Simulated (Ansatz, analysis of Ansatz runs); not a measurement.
# Local vibrational mode of interstitial H+ in rutile SnO2 (r2SCAN), part 2 of 2

Subject: interstitial H+ in rutile SnO2. Wanted: its local vibrational mode, in one set-up (r2SCAN, 96-site cell, r2SCAN lattice, 500 eV, k: the single point 1/4 1/4 1/4). The model is a cell of 96 host atoms with 1 H put in. The frequencies come from force constants among the defect atom and its neighbours, with the masses of the isotopes named. A meta-GGA costs about twice a GGA and mends lattice constants and part of the gap.

Ansatz 0.2.0; r2SCAN, 96-site cell, r2SCAN lattice, 500 eV, k: the single point 1/4 1/4 1/4.

So far: The structure; Relaxation, charge +1.

## (2) Relaxation, charge +1 (continued)

Level of this step: plane-wave PAW DFT, r2SCAN; relaxation of all atoms of a defect supercell (Ansatz).

The steps of the relaxation:

```
step  energy less that of the first step (eV)  largest force component (eV/Å)
   1                                   0.0000                          3.7515
   2                                  -1.2906                          0.7129
   3                                  -1.4127                          0.2518
   4                                  -1.4346                          0.1125
   5                                  -1.4422                          0.0655
   6                                  -1.4460                          0.0476
   7                                  -1.4462                          0.0037
   8                                  -1.4462                          0.0037
```

The atoms that moved most (Å, from the sites as typed, ahead of the random displacement, the mean shift of all atoms taken out):

```
atom      dx      dy      dz  length
 H97   0.271   0.055   0.000   0.276
 O20   0.206   0.142   0.001   0.250
Sn39   0.073  -0.143   0.000   0.160
 O47  -0.122  -0.078   0.000   0.145
Sn85  -0.061   0.063   0.062   0.107
Sn14  -0.061   0.063  -0.062   0.107
 O96   0.038  -0.074   0.000   0.083
Sn16   0.004   0.068   0.000   0.068
```

Neighbours of H97 at the end:

```
atom  distance (Å)
 O20         0.985
 O47         2.079
 O18         2.324
 O89         2.324
Sn39         2.422
 O46         2.496
 O45         2.496
Sn85         2.579
Sn14         2.580
```

Numbers from this step:

```
free energy : -229665.2362 eV
```

The relaxation ends 15 meV an atom lower than the displaced start, with a largest force component of 0.0037 eV/Å.

## (3) Local vibrational modes

A local mode lives on the defect and the atoms next to it, so only the sites listed in the input are displaced, which costs far fewer SCF runs than the whole cell would.

This step: plane-wave PAW DFT, r2SCAN; finite-displacement force constants among the atoms nearest to a defect, the others at rest.

Contents of modes/input.yaml:

```yaml
crystal:
  lattice:
    - [0.0, 9.51989758, 6.4015707]
    - [9.51989758, 0.0, 6.4015707]
    - [9.51989758, 9.51989758, 0.0]
  atoms:
    - { symbol: Sn, position: [-0.001698973, -0.000890379, 0.001356313] }
    - { symbol: Sn, position: [0.251369568, 0.249052216, 0.250626959] }
[... 11 atom lines left out ...]
    - { symbol: Sn, position: [0.251562415, 0.238910869, 0.75496374] }
[... 1 atom line left out ...]
    - { symbol: Sn, position: [0.378281315, 0.371898242, 0.878762435] }
[... 1 atom line left out ...]
    - { symbol: O, position: [0.252824641, 0.249627326, 0.901360368] }
[... 1 atom line left out ...]
    - { symbol: O, position: [0.274595805, 0.475762694, 0.643186221] }
[... 3 atom lines left out ...]
    - { symbol: O, position: [0.470110349, 0.280086152, 0.623326125] }
[... 14 atom lines left out ...]
    - { symbol: Sn, position: [0.11362234, 0.636588491, 0.621311149] }
[... 5 atom lines left out ...]
    - { symbol: O, position: [-0.000293452, 0.503760943, 0.843621116] }
    - { symbol: O, position: [0.246327793, 0.750535362, 0.596920708] }
    - { symbol: O, position: [0.224252194, 0.525903671, 0.864511082] }
[... 37 atom lines left out ...]
    - { symbol: Sn, position: [0.51130055, 0.498628581, 0.495257573] }
[... 3 atom lines left out ...]
    - { symbol: O, position: [0.50062862, 0.497413707, 0.653584781] }
[... 7 atom lines left out ...]
    - { symbol: H, position: [0.266600202, 0.483665564, 0.715963583] }
total_charge: 1
basis:
  ecutwfc: 500
  xc_grid: 2
hamiltonian:
  xc: r2scan
kpoints:
  mp_grid: { grid: [1, 1, 1], shift: [0.25, 0.25, 0.25] }
scf:
  occupations: { method: fermi_dirac, width: 0.01 }
  max_iter: 120
output: {}
checkpoint:
  read: "../relax.run"
phonons:
  supercell: [1, 1, 1]
  displaced_sites: [17, 19, 46, 88, 96]
```

Command:

```console
> ansatz run input.yaml --threads 4 --pin off --max-ram 7536MiB --backend cpu --events-out ev --progress --plain --runs-dir out
```

Numbers of over 12 decimals in the logs are rounded to 6 here.

What it wrote:

```text
[...]
Warning: basis.xc_grid 2: finite-displacement phonons take 5 at the least, and a number is run as typed, so the frequencies can be off [figures from the program's tests cut]
[...]
Crystal: 97 atoms, lattice volume = 1160.329 Å³
Basis set: ecut = 500 eV, 29483 PW (Γ), exchange–correlation on 180×180×200 points (8 copies of the dense FFT grid, shifted against one another)
Bands: 513, of which v1, the nominal top of the filled ones, is band 416 counted from 1 (415 counted from 0)
Symmetry: 1 space group operations
k-points: 1
[...]
SCF iter   4: F=-229665.236246 eV  HF=-229665.236246 eV  |F-HF|=0.00e0  |Δ(HF+E_count)|=  3.20e-10  Δρ=2.96e-8  dr2=4.25e-12  dr2_τ=8.58e-13  ethr=1.00e-12  ⟨swp⟩=4.0  Hψ=1722  notcnv=0
SCF 1 converged in 4 iterations: F = -229665.236246 eV  dr2 = 4.25e-12
[...]
SCF 2 converged in 2 iterations: F = -229665.236246 eV  dr2 = 1.07e-12
[...]
symmetry images taken by strict's conditions (phonons.symmetry_images: auto; settled by no image being taken that strict refuses)
  force constants formed among 5 of 97 sites (O 17, O 19, O 46, O 88, H 96); the other 92 at rest. The modes move the named sites alone.
  the frequencies, the zero-point energy and the sums are of the block with the acoustic sum rule laid on its rows. Row sums over every site: 5.3e-2 eV/Å² at the most
  transpose residual: 3.2e-4 eV/Å²
  largest component of a force at the reference: 1.9e-3 eV/Å on a named site, 3.7e-3 eV/Å on a site at rest
  frequencies among the named sites at Γ of the cell (cm⁻¹): 246.97 273.18 304.40 340.38 357.76 478.22 482.67 501.70 523.21 609.74 626.60 654.20 858.31 1166.44 3402.50
  unstable modes among the named sites: 0
  frequencies as built, with no sum rule (cm⁻¹): 246.78 272.92 304.28 340.39 357.60 478.34 482.55 500.92 523.32 609.14 626.65 654.12 858.57 1166.63 3402.52
  zero-point energy: 0.671143 eV/cell   skipped modes (ω ≤ 0): 0
  not written: the harmonic force-constant file, the file of eigenvectors (these modes' are written with the force constants), the density of states and the dispersion, which are of every site
[key lines of the parts left out:]
SCF converged after 2 iterations
Free energy (F): -229665.236246 eV
Fermi energy:    9.977924 eV
```

It took 34 min on 4 threads of Arm Neoverse V1, shared host; peak memory 4.3 GiB.

Reading the cycles: dr2 is the Hartree energy of the density residual (eV), the measure of convergence; HF is the Harris–Foulkes estimate of the energy, which meets the free energy F at convergence.

Numbers from this step:

- free energy: -229665.2362 eV

The modes with the largest weight on the probed atoms (the light atom of a pair), for the masses of each isotope. Modes of the displaced atoms (local only where they lie over the host's phonons):

```
isotopes  mode (cm⁻¹)  share of the defect atoms
       H         3403                      0.942
       H         1166                      0.967
       H        858.4                      0.887
       D         2477                      0.888
       D        842.5                      0.897
       D        658.3                      0.472
```

## (4) Outcome

| Quantity | Value |
| --- | --- |
| distance from the defect atom to its nearest neighbour | 0.985 Å |
| O-H stretch, 1H | 3403 cm⁻¹ |
| O-D stretch, 2H | 2477 cm⁻¹ |
| time of the whole chain | 43 min on 4 threads |

**Reading.** O-H stretch, 1H: computed 3403 cm⁻¹, measured 3156.1 cm⁻¹; 247 cm⁻¹ (8 %) above the measurement. O-D stretch, 2H: computed 2477 cm⁻¹, measured 2360.4 cm⁻¹; 117 cm⁻¹ (5 %) above the measurement. The computed value is harmonic, while the measured line is the anharmonic fundamental, which for X–H stretches usually lies a few per cent lower. Only the named neighbours move, so modes near the host's band are approximate.

[Logs are printed without paths, hosts, clocks, repeated set-up lines and the standing remarks that a program may print on its own settings, such as how far it seeks lower states.]

[Hosts, paths, dates, database ids (printed as entryN), source tags and the programs' standing remarks are cut or masked in the printed files.]

[For some hosts the program warned that the k-mesh of the response run may be too coarse for force constants and the static dielectric constant; such warnings are not shown here.]
